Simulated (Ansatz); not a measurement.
# A hypothetical structure for NaCu

Starting from a made-up structure for NaCu, the aim is the relaxed cell, its shortest contacts and, where a second run follows, its electronic structure.

Calculated with Ansatz 0.2.0; DFT, PBEsol, plane-wave PAW, files of the set soft_1, scalar-relativistic, ferromagnetic start, cell and ions relaxed at zero pressure; PAW set soft_1, in the first sound run; inputs show where later runs differ.

### Step 1. Set-up

Symmetry: Pnma, No. 62, orthorhombic system. The conventional cell has a = 7.024 Å, b = 3.970 Å, c = 7.551 Å, α = 90.00°, β = 90.00°, γ = 90.00°. Nearest to Cu lie 6 Na at 3.05 to 3.21 Å and 2 Cu at 3.24 Å. Nearest to Na lie 6 Cu at 3.05 to 3.21 Å and 2 Na at 3.11 Å. Farther neighbours are not listed.

### Step 2. Relaxation of the guess

The guess takes its coordinates from another compound and its volume from a rule, so the cell and any free coordinates are relaxed together.

input.yaml

```yaml
crystal:
  lattice:
    - [7.024, 0.0, 0.0]
    - [0.0, 3.97, 0.0]
    - [0.0, 0.0, 7.551]
  atoms:
    - { symbol: Cu, position: [0.4728, 0.75, 0.6676], spin: 0.6 }
    - { symbol: Cu, position: [0.9728, 0.75, 0.8324], spin: 0.6 }
    - { symbol: Cu, position: [0.5272, 0.25, 0.3324], spin: 0.6 }
    - { symbol: Cu, position: [0.0272, 0.25, 0.1676], spin: 0.6 }
    - { symbol: Na, position: [0.3492, 0.75, 0.0744] }
    - { symbol: Na, position: [0.8492, 0.75, 0.4256] }
    - { symbol: Na, position: [0.6508, 0.25, 0.9256] }
    - { symbol: Na, position: [0.1508, 0.25, 0.5744] }
magnetization:
  spin_polarized: true
kpoints:
  mp_grid: { grid: [4, 7, 4] }
scf:
  occupations: { method: fermi_dirac, width: 0.05 }
hamiltonian:
  xc: pbesol
  pseudopotentials: { kind: paw, azcp: { folder: soft_1 }, xc_functional: pbe }
relax:
  f_tol: 0.015
  max_steps: 70
  cell: {}
output:
  forces: true
  stress: true
```

Run with:

```
> ansatz run input.yaml --threads 4 --pin off --max-ram 10240MiB --backend cpu --events-out ev --progress --plain --runs-dir out
```

Numbers of over 12 decimals in the logs are rounded to 6 here.

Log:

```text
Engine: ansatz 0.2.0, x86_64-unknown-linux-gnu
Pseudopotentials: kind: paw
Pseudopotential: Cu, paw, valence charge 19, recommended cutoff 420 eV (normal), soft_1/Cu.paw.azcp
Pseudopotential: Na, paw, valence charge 9, recommended cutoff 420 eV (normal), soft_1/Na.paw.azcp
Functional definition: PBEsol
  exchange = pbesol_x
  correlation = pbesol_c
Crystal: 8 atoms, lattice volume = 210.562 Å³
Basis set: ecut = 420 eV, 4163 PW (Γ), exchange–correlation on 96×54×108 points (8 copies of the dense FFT grid, shifted against one another)
Bands: 69, of which v1, the nominal top of the filled ones, is band 56 counted from 1 (55 counted from 0)
Symmetry: 8 space group operations
Space group: Pnma (ITA 62), of the structure as read, at distance tolerance 5.9e-5 Å
Magnetic group: BNS 62.441 (UNI 539), of the structure as read, at distance tolerance 5.9e-5 Å
k-points: 36 of 112
Non-local potential: Cu, projectors of the file, l = 0: 3, l = 1: 2, l = 2: 3, l = 3: 1
Non-local potential: Na, projectors of the file, l = 0: 3, l = 1: 2, l = 2: 1
PAW form: soft (Blöchl's): semilocal exchange-correlation on the pseudo side does not see the compensation charge
PAW frozen core: Cu, regenerated for the run's functional, and the local potential with it (the file was generated under x = pbe(κ = 0.804, μ = 0.219515), c = pbe(β = 0.066725))
PAW frozen core: Na, regenerated for the run's functional, and the local potential with it (the file was generated under x = pbe(κ = 0.804, μ = 0.219515), c = pbe(β = 0.066725))
PAW one-centre angular grid: Cu, 590 points (default); XC on 64 Gauss nodes
PAW one-centre angular grid: Na, 110 points (default); XC on 64 Gauss nodes
Initial density: superposition of atomic densities (chi_scale 0.1, normalization cell, long waves kept (reshape's long-wave potential 0.01 eV rms))
Starting moments: Σ|m| = 2.4 μB on 4 of 8 sites
Initial wavefunctions: pseudopotential atomic-orbital guess
Functional: x = pbesol(κ = 0.804, μ = 0.123457), c = pbesol(β = 0.046)
SCF iter   1: F=—  HF=-32268.479608 eV  |F-HF|=—  |Δ(HF+E_count)|=         —  Δρ=2.24e-1 (↑1.56e-1 ↓2.24e-1)  dr2=2.47e2  dr2_m=2.37e0  M=4.146 μB ∫|m|=4.566 μB  β_m=1.00  ethr=3.10e-3  ⟨swp⟩=6.6  Hψ=17847  notcnv=0  defer=13
preconditioner: auto → Kerker (q_TF=auto, 2.456 Å⁻¹)  [metal: Δε(μ)=0.002 eV  Ē_g=3.549 eV  σ=0.050 eV  W_gap=0.01  n_scr=50 (ndim 8)  ℏωp=17.7 eV  f_vac=0.038  D(μ)=22.28/eV (n_scr^D=294)]
spin=Collinear: Kerker preconditioning applied to the charge; magnetization (m = ρ↑ − ρ↓) channel mixes plain (no charge-response kernel on spin).
SCF iter   2: F=—  HF=-32264.371830 eV  |F-HF|=—  |Δ(HF+E_count)|=    4.11e0  Δρ=1.63e-1 (↑3.22e-2 ↓1.63e-1)  dr2=3.22e1  dr2_m=1.06e1  M=0.105 μB ∫|m|=0.275 μB  β_m=0.30  ethr=3.10e-3  ⟨swp⟩=4.0  Hψ=15384  notcnv=0  defer=192
SCF iter   3: F=—  HF=-32252.753711 eV  |F-HF|=—  |Δ(HF+E_count)|=    1.16e1  Δρ=7.58e-2 (↑2.86e-2 ↓7.58e-2)  dr2=2.83e0  dr2_m=4.81e0  M=0.110 μB ∫|m|=0.381 μB  β_m=0.30  ethr=3.10e-3  ⟨swp⟩=3.0  Hψ=11680  notcnv=0  defer=339
SCF iter   4: F=—  HF=-32253.079427 eV  |F-HF|=—  |Δ(HF+E_count)|=   3.26e-1  Δρ=5.48e-2 (↑5.48e-2 ↓1.21e-2)  dr2=4.05e0  dr2_m=2.04e0  M=0.207 μB ∫|m|=0.547 μB  β_m=0.30  ethr=2.53e-3  ⟨swp⟩=2.0  Hψ=10393  notcnv=0  defer=343
SCF iter   5: F=—  HF=-32252.706552 eV  |F-HF|=—  |Δ(HF+E_count)|=   3.73e-1  Δρ=3.91e-2 (↑1.60e-2 ↓3.91e-2)  dr2=7.54e-1  dr2_m=1.44e0  M=0.048 μB ∫|m|=0.246 μB  β_m=0.30  ethr=2.53e-3  ⟨swp⟩=2.3  Hψ=8030  notcnv=0  defer=317
SCF iter   6: F=—  HF=-32252.750928 eV  |F-HF|=—  |Δ(HF+E_count)|=   4.44e-2  Δρ=2.81e-2 (↑1.20e-2 ↓2.81e-2)  dr2=4.55e-1  dr2_m=7.62e-1  M=0.029 μB ∫|m|=0.192 μB  β_m=0.30  ethr=6.73e-4  ⟨swp⟩=1.3  Hψ=5750  notcnv=0  defer=318
SCF iter   7: F=—  HF=-32252.673657 eV  |F-HF|=—  |Δ(HF+E_count)|=   7.73e-2  Δρ=1.68e-2 (↑1.22e-2 ↓1.68e-2)  dr2=7.57e-2  dr2_m=4.01e-1  M=0.018 μB ∫|m|=0.156 μB  β_m=0.30  ethr=4.06e-4  ⟨swp⟩=2.0  Hψ=5080  notcnv=0  defer=330
Mixer restart at iter 7: flushing history
spin-set hold released at iteration 7 (site moments contracting): the magnetisation degrees of freedom join the quasi-Newton model from the next iteration; the mixer history was flushed
SCF iter   8: F=—  HF=-32252.689871 eV  |F-HF|=—  |Δ(HF+E_count)|=   1.62e-2  Δρ=1.33e-2 (↑1.33e-2 ↓7.82e-3)  dr2=2.64e-2  dr2_m=2.10e-1  M=0.011 μB ∫|m|=0.130 μB  β_m=0.54  ethr=6.76e-5  ⟨swp⟩=2.0  Hψ=6921  notcnv=0  defer=333
SCF iter   9: F=—  HF=-32252.746016 eV  |F-HF|=—  |Δ(HF+E_count)|=   5.61e-2  Δρ=6.78e-3 (↑2.87e-3 ↓6.78e-3)  dr2=2.86e-2  dr2_m=4.42e-2  M=-0.003 μB ∫|m|=0.072 μB  β_m=0.65  ethr=2.36e-5  ⟨swp⟩=2.0  Hψ=10375  notcnv=0  defer=325
SCF iter  10: F=—  HF=-32252.742781 eV  |F-HF|=—  |Δ(HF+E_count)|=   3.24e-3  Δρ=1.56e-3 (↑1.33e-3 ↓1.56e-3)  dr2=1.28e-2  dr2_m=4.25e-5  M=-0.009 μB ∫|m|=0.016 μB  β_m=0.70  ethr=2.36e-5  ⟨swp⟩=2.0  Hψ=8976  notcnv=0  defer=325
SCF iter  11: F=—  HF=-32252.740865 eV  |F-HF|=—  |Δ(HF+E_count)|=   1.92e-3  Δρ=1.48e-4 (↑1.48e-4 ↓1.33e-4)  dr2=1.27e-4  dr2_m=2.70e-6  M=-0.004 μB ∫|m|=0.007 μB  β_m=0.85  ethr=1.14e-5  ⟨swp⟩=2.0  Hψ=6353  notcnv=0  defer=325
SCF iter  12: F=—  HF=-32252.741112 eV  |F-HF|=—  |Δ(HF+E_count)|=   2.47e-4  Δρ=1.19e-4 (↑6.01e-5 ↓1.19e-4)  dr2=6.64e-5  dr2_m=4.86e-6  M=-0.002 μB ∫|m|=0.004 μB  β_m=0.93  ethr=1.13e-7  ⟨swp⟩=2.0  Hψ=6397  notcnv=0  defer=325
SCF iter  13: F=—  HF=-32252.741281 eV  |F-HF|=—  |Δ(HF+E_count)|=   1.69e-4  Δρ=4.24e-5 (↑4.24e-5 ↓3.20e-5)  dr2=1.45e-5  dr2_m=2.96e-7  M=-0.001 μB ∫|m|=0.001 μB  β_m=0.96  ethr=5.92e-8  ⟨swp⟩=2.2  Hψ=6057  notcnv=0  defer=325
SCF iter  14: F=—  HF=-32252.741282 eV  |F-HF|=—  |Δ(HF+E_count)|=   8.81e-7  Δρ=1.92e-5 (↑1.41e-5 ↓1.92e-5)  dr2=3.01e-6  dr2_m=3.23e-8  M=0.000 μB ∫|m|=0.000 μB  β_m=0.98  ethr=1.30e-8  ⟨swp⟩=2.0  Hψ=6189  notcnv=0  defer=325
SCF iter  15: F=—  HF=-32252.741282 eV  |F-HF|=—  |Δ(HF+E_count)|=   2.79e-7  Δρ=4.22e-6 (↑3.07e-6 ↓4.22e-6)  dr2=6.67e-8  dr2_m=1.87e-8  M=0.000 μB ∫|m|=0.000 μB  β_m=0.99  ethr=8.93e-11  ⟨swp⟩=2.9  Hψ=19245  notcnv=0
SCF iter  16: F=—  HF=-32252.741282 eV  |F-HF|=—  |Δ(HF+E_count)|=   2.88e-8  Δρ=1.36e-6 (↑1.36e-6 ↓7.03e-7)  dr2=9.20e-9  dr2_m=8.50e-10  M=0.000 μB ∫|m|=0.000 μB  β_m=1.00  ethr=5.95e-11  ⟨swp⟩=3.0  Hψ=11690  notcnv=0
SCF iter  17: F=-32252.741282 eV  HF=-32252.741282 eV  |F-HF|=2.76e-10  |Δ(HF+E_count)|=   2.01e-9  Δρ=3.62e-7 (↑1.92e-7 ↓3.62e-7)  dr2=8.23e-10  dr2_m=4.94e-11  M=-0.000 μB ∫|m|=0.000 μB  ethr=8.22e-12  ⟨swp⟩=3.0  Hψ=10399  notcnv=0
[...]
relax step  10: F+E_penalty+E_count = -32255.51891327 eV  Δ(F+E_penalty+E_count) = -1.436e-3 eV  max|allowed force component| = 2.268e-3 eV/Å  Δτ_max = 0.0119 Å  P = +0.022 GPa  Ω = 173.136 Å³  energy of the carried Pulay correction = +1.031e-2 eV  (13 SCF iters, accepted)
relax step  11: F+E_penalty+E_count = -32255.51577883 eV  Δ(F+E_penalty+E_count) = +3.134e-3 eV  max|allowed force component| = 1.580e-3 eV/Å  Δτ_max = 0.0000 Å  P = +0.006 GPa  Ω = 173.136 Å³  stress off target by 5.27e-2 GPa  SCF on the basis re-selected at this cell (its energy is not comparable with the rows above)  (10 SCF iters)
relax step  12: F+E_penalty+E_count = -32255.51601556 eV  Δ(F+E_penalty+E_count) = -2.367e-4 eV  max|allowed force component| = 1.111e-3 eV/Å  Δτ_max = 0.0044 Å  P = +0.009 GPa  Ω = 173.192 Å³  energy of the carried Pulay correction = -7.822e-6 eV  (8 SCF iters, dr2 threshold 6.94e-9 eV, accepted)
relax step  13: F+E_penalty+E_count = -32255.51596653 eV  Δ(F+E_penalty+E_count) = +4.903e-5 eV  max|allowed force component| = 6.896e-3 eV/Å  Δτ_max = 0.0068 Å  P = -0.018 GPa  Ω = 173.397 Å³  energy of the carried Pulay correction = -4.696e-5 eV  (10 SCF iters, accepted)
iter 1 solved again at ethr=1.31e-7 eV; its pass at ethr=3.10e-3 eV (dr2=1.46e-4 eV) is discarded
SCF iter   1: F=—  HF=-32255.515978 eV  |F-HF|=—  |Δ(HF+E_count)|=         —  Δρ=1.50e-4 (↑1.50e-4 ↓1.50e-4)  dr2=3.29e-6  dr2_m=8.42e-15  M=0.000 μB ∫|m|=0.000 μB  β_m=0.30  ethr=1.31e-7  ⟨swp⟩=3.1  Hψ=30295  notcnv=0
preconditioner: auto → Kerker (q_TF=auto, 2.537 Å⁻¹)  [metal: Δε(μ)=0.005 eV  Ē_g=13.844 eV  σ=0.050 eV  W_gap=0.02  n_scr=52 (ndim 8)  ℏωp=23.9 eV  f_vac=0.082  D(μ)=3.36/eV (n_scr^D=16)]
spin=Collinear: Kerker preconditioning applied to the charge; magnetization (m = ρ↑ − ρ↓) channel mixes plain (no charge-response kernel on spin).
SCF iter   2: F=—  HF=-32255.516020 eV  |F-HF|=—  |Δ(HF+E_count)|=   4.20e-5  Δρ=1.05e-4 (↑1.05e-4 ↓1.05e-4)  dr2=1.62e-6  dr2_m=5.53e-15  M=0.000 μB ∫|m|=0.000 μB  β_m=0.65  ethr=2.94e-9  ⟨swp⟩=2.0  Hψ=6672  notcnv=0
SCF iter   3: F=—  HF=-32255.516030 eV  |F-HF|=—  |Δ(HF+E_count)|=   1.02e-5  Δρ=4.60e-6 (↑4.60e-6 ↓4.60e-6)  dr2=6.77e-8  dr2_m=4.48e-15  M=0.000 μB ∫|m|=0.000 μB  β_m=0.55  ethr=1.44e-9  ⟨swp⟩=2.0  Hψ=7223  notcnv=0
SCF iter   4: F=—  HF=-32255.516030 eV  |F-HF|=—  |Δ(HF+E_count)|=   1.33e-8  Δρ=2.23e-6 (↑2.23e-6 ↓2.23e-6)  dr2=1.37e-8  dr2_m=6.74e-16  M=0.000 μB ∫|m|=0.000 μB  β_m=0.46  ethr=6.05e-11  ⟨swp⟩=2.0  Hψ=7217  notcnv=0
SCF iter   5: F=—  HF=-32255.516030 eV  |F-HF|=—  |Δ(HF+E_count)|=   2.17e-9  Δρ=6.63e-7 (↑6.63e-7 ↓6.63e-7)  dr2=1.62e-9  dr2_m=2.29e-16  M=0.000 μB ∫|m|=0.000 μB  β_m=0.73  ethr=1.22e-11  ⟨swp⟩=2.0  Hψ=6410  notcnv=0
SCF iter   6: F=—  HF=-32255.516008 eV  |F-HF|=—  |Δ(HF+E_count)|=   2.26e-5  Δρ=4.23e-7 (↑4.23e-7 ↓4.23e-7)  dr2=1.29e-9  dr2_m=1.49e-17  M=0.000 μB ∫|m|=0.000 μB  β_m=0.57  ethr=1.44e-12  ⟨swp⟩=3.0  Hψ=8257  notcnv=0
SCF iter   7: F=—  HF=-32255.516008 eV  |F-HF|=—  |Δ(HF+E_count)|=  6.91e-11  Δρ=3.18e-7 (↑3.18e-7 ↓3.18e-7)  dr2=8.65e-10  dr2_m=7.94e-18  M=0.000 μB ∫|m|=0.000 μB  β_m=0.78  ethr=1.15e-12  ⟨swp⟩=1.0  Hψ=4968  notcnv=0
SCF iter   8: F=—  HF=-32255.516008 eV  |F-HF|=—  |Δ(HF+E_count)|=  2.76e-10  Δρ=1.38e-7 (↑1.38e-7 ↓1.38e-7)  dr2=1.75e-10  dr2_m=2.13e-17  M=0.000 μB ∫|m|=0.000 μB  β_m=0.89  ethr=1.00e-12  ⟨swp⟩=1.2  Hψ=4986  notcnv=0
SCF iter   9: F=-32255.516008 eV  HF=-32255.516008 eV  |F-HF|=3.64e-12  |Δ(HF+E_count)|=  4.73e-11  Δρ=3.66e-8 (↑3.66e-8 ↓3.66e-8)  dr2=1.72e-11  dr2_m=1.44e-18  M=0.000 μB ∫|m|=0.000 μB  ethr=1.00e-12  ⟨swp⟩=3.7  Hψ=12720  notcnv=0
the starting moments were not kept: the SCF closed with an absolute magnetisation of 2.9e-9 μB, where they sum to 2.4 μB in size (4 sites). That is at most 0.1 of that sum. Measured as dr2_m measures the in/out step, that magnetisation stands 2.8e-19 eV from none, at or under the dr2_threshold of 8.0e-11 eV: it is no larger than a step whose dr2_m would equal this threshold.
SCF 14 converged in 9 iterations: F = -32255.516008 eV  dr2 = 1.72e-11
relax step  14: F+E_penalty+E_count = -32255.51600769 eV  Δ(F+E_penalty+E_count) = -4.116e-5 eV  max|allowed force component| = 6.901e-3 eV/Å  Δτ_max = 0.0000 Å  P = -0.018 GPa  Ω = 173.397 Å³  stress off target by 3.60e-2 GPa  SCF on the basis re-selected at this cell (its energy is not comparable with the rows above)  (9 SCF iters)
basis re-selected at this cell: Δ(F+E_penalty+E_count) = -4.116e-5 eV, ΔP = -0.001 GPa vs the last step (what re-selecting the basis moved, of the pressure what is left beyond the Pulay correction that the steps carried, after the strain that the cell walked since its last selection, with what the two solves' SCF thresholds leave and, on support functions, any second-order correction that the steps lacked; it is no m [...]
SCF converged after 9 iterations
Magnetization: 0.0000 μB (56.0000 up, 56.0000 down)
Absolute magnetization: 0.0000 μB (∫|ρ↑−ρ↓|, with the PAW one-centre terms)
Spin contamination: 0.0000 ħ² per cell (⟨S²⟩ above its minimum at these occupations)
Per-site moments (μB) at R_I (Å): [(-5.292675587363756e-12, 0.952820), (-5.29262320135478e-12, 0.952820), (-5.292479290687075e-12, 0.952820), (-5.292318634683827e-12, 0.952820), (8.252098971939113e-11, 1.216755), (8.252055470988317e-11, 1.216755), (8.25213361234468e-11, 1.216755), (8.252059354099069e-11, 1.216755)]
Free energy (F): -32255.516008 eV
Harris-Foulkes:  -32255.516008 eV  (|F-HF|=3.64e-12)
Internal energy: -32255.489336 eV  (E = F + TS)
E sigma→0 (E₀):  -32255.502672 eV
Entropy (-TS):   -0.026672 eV (-3.334 meV/atom)
Fermi energy:    5.560329 eV
--- Per-component energies (eV) ---
  E_band       = -3041.638447
  E_kinetic    = 1507.684540
  E_local      = -31301.048383  (includes V_loc(G=0)·N_el)
  E_nonlocal   = 4711.814264
  E_hartree    = 12991.705230
  E_xc         = -412.442052
  E_vxc        = -533.941735  (∫ρ·V_xc dr)
  E_paw        = -8279.699433  (= ΣΔE_a)
  E_vpaw       = -3409.561095  (= ΣTr[D̂ρ^β])
  E_aug_tail   = 0.003749  (compensation charges beyond the density's cutoff)
  E_ewald      = -11474.550838
  E_core_change = 1.043586  (= ΣΔE_core)
  E_smearing   = -0.026672  (= −TS)
  E_closure    = -0.000000  (closes the sum)
  Σ components = -32255.516008   (vs F -32255.516008, Δ=0.00e0)
--- Forces (eV/Å), atoms counted from 1 ---
  atom   1  Cu     0.00275928     0.00000000    -0.00272517
  atom   2  Cu     0.00275928     0.00000000     0.00272517
  atom   3  Cu    -0.00275928     0.00000000     0.00272517
  atom   4  Cu    -0.00275928     0.00000000    -0.00272517
  atom   5  Na    -0.00690061     0.00000000     0.00154038
  atom   6  Na    -0.00690061     0.00000000    -0.00154038
  atom   7  Na     0.00690061     0.00000000    -0.00154038
  atom   8  Na     0.00690061     0.00000000     0.00154038
  max |Σ_I F_I| component: 4.34e-19 eV/Å
--- Stress (GPa, compression-positive) ---
       -0.035998       0.000000       0.000000
        0.000000      -0.026712       0.000000
        0.000000       0.000000       0.007889
  P = ⅓ Tr σ = -0.0183 GPa (-0.183 kbar)
--- Relaxed structure (12 steps of the walk, 11 accepted, 2 SCFs on fresh bases) ---
  F+E_penalty+E_count = -32255.51600769 eV   max|allowed force component| = 6.901e-3 eV/Å   (the final SCF, on the basis selected at the relaxed cell)
  cell:  # Å, volume = 173.3974 Å³
    - [7.705829, 0.0, 0.0]
    - [0.0, 3.997628, 0.0]
    - [0.0, 0.0, 5.628864]
  atoms:
    - { symbol: Cu, position: [0.472544, 0.750000, 0.595719] }
    - { symbol: Cu, position: [0.972544, 0.750000, 0.904281] }
    - { symbol: Cu, position: [0.527456, 0.25, 0.404281] }
    - { symbol: Cu, position: [0.027456, 0.25, 0.095719] }
    - { symbol: Na, position: [0.325448, 0.750000, 0.107273] }
    - { symbol: Na, position: [0.825448, 0.750000, 0.392727] }
    - { symbol: Na, position: [0.674552, 0.25, 0.892727] }
    - { symbol: Na, position: [0.174552, 0.25, 0.607273] }
```

The job ended after 2.5 min (4 threads of AMD EPYC 7B13 (Zen 3), shared host; peak memory 1.1 GiB; 9.6 min of CPU time).

Step by step:

```tsv
step	energy less that of the first step (eV)	largest force component (eV/Å)	pressure (GPa)	volume (Å³)
1	0.0000	0.4784	-3.70	210.56
2	-0.7507	0.6215	-3.32	194.96
3	-1.5481	0.7415	-2.42	180.17
4	-2.2552	0.3904	-0.08	167.44
5	-2.6284	0.1854	0.44	166.40
6	-2.7654	0.0455	0.25	170.27
7	-2.7718	0.0050	0.12	171.60
8	-2.7762	0.0063	0.02	172.72
9	-2.7618	0.0294	-0.03	174.64
10	-2.7776	0.0023	0.02	173.14
11*	-2.7745	0.0016	0.01	173.14
12	-2.7747	0.0011	0.01	173.19
13	-2.7747	0.0069	-0.02	173.40
14*	-2.7747	0.0069	-0.02	173.40
```

Relaxation steps marked * repeat the geometry before them on a plane-wave basis chosen anew for their cell, so energy and pressure can jump there. Relaxation step 9 was tried and not accepted.

Forces are held to the 8 operations that the run works with; a distortion that breaks them can't arise in this run.

```tsv
cell as run	before	after	change
a (Å)	7.024	7.706	+9.7 %
b (Å)	3.970	3.998	+0.7 %
c (Å)	7.551	5.629	-25.5 %
volume (Å³/atom)	26.32	21.67	-17.7 %
```

The atoms that moved most (Å, as changes of fractional coordinates times the final cell):

```tsv
atom	dx	dy	dz	length
Cu1	-0.002	0.000	-0.405	0.405
Cu2	-0.002	0.000	0.405	0.405
Cu4	0.002	0.000	-0.405	0.405
Cu3	0.002	0.000	0.405	0.405
Na6	-0.183	0.000	-0.185	0.260
Na7	0.183	0.000	-0.185	0.260
Na8	0.183	0.000	0.185	0.260
Na5	-0.183	0.000	0.185	0.260
```

This step gave:

```
free energy             : -32255.5160 eV
energy at zero smearing : -32255.5027 eV
smearing term TS        : 0.02667 eV
Fermi energy            : 5.560 eV
electrons               : 112
symmetry operations     : 8
pressure                : -0.01827 GPa
```

The shortest distance of each pair, which need not be the same contact before and after:

```tsv
pair	guess (Å)	relaxed (Å)
Cu–Cu	3.239	2.310
Cu–Na	3.049	2.950
Na–Na	3.113	3.562
```

The relaxation ends with a largest force component of 0.0069 eV/Å and a pressure of -0.02 GPa. No moment survives the cycle: this start ends non-magnetic.

[end of part 1 of 2]

[Logs are printed without paths, hosts, clocks, repeated set-up lines and the standing remarks that a program may print on its own settings, such as how far it seeks lower states.]

[Hosts, paths, dates, database ids (printed as entryN), source tags and the programs' standing remarks are cut or masked in the printed files.]
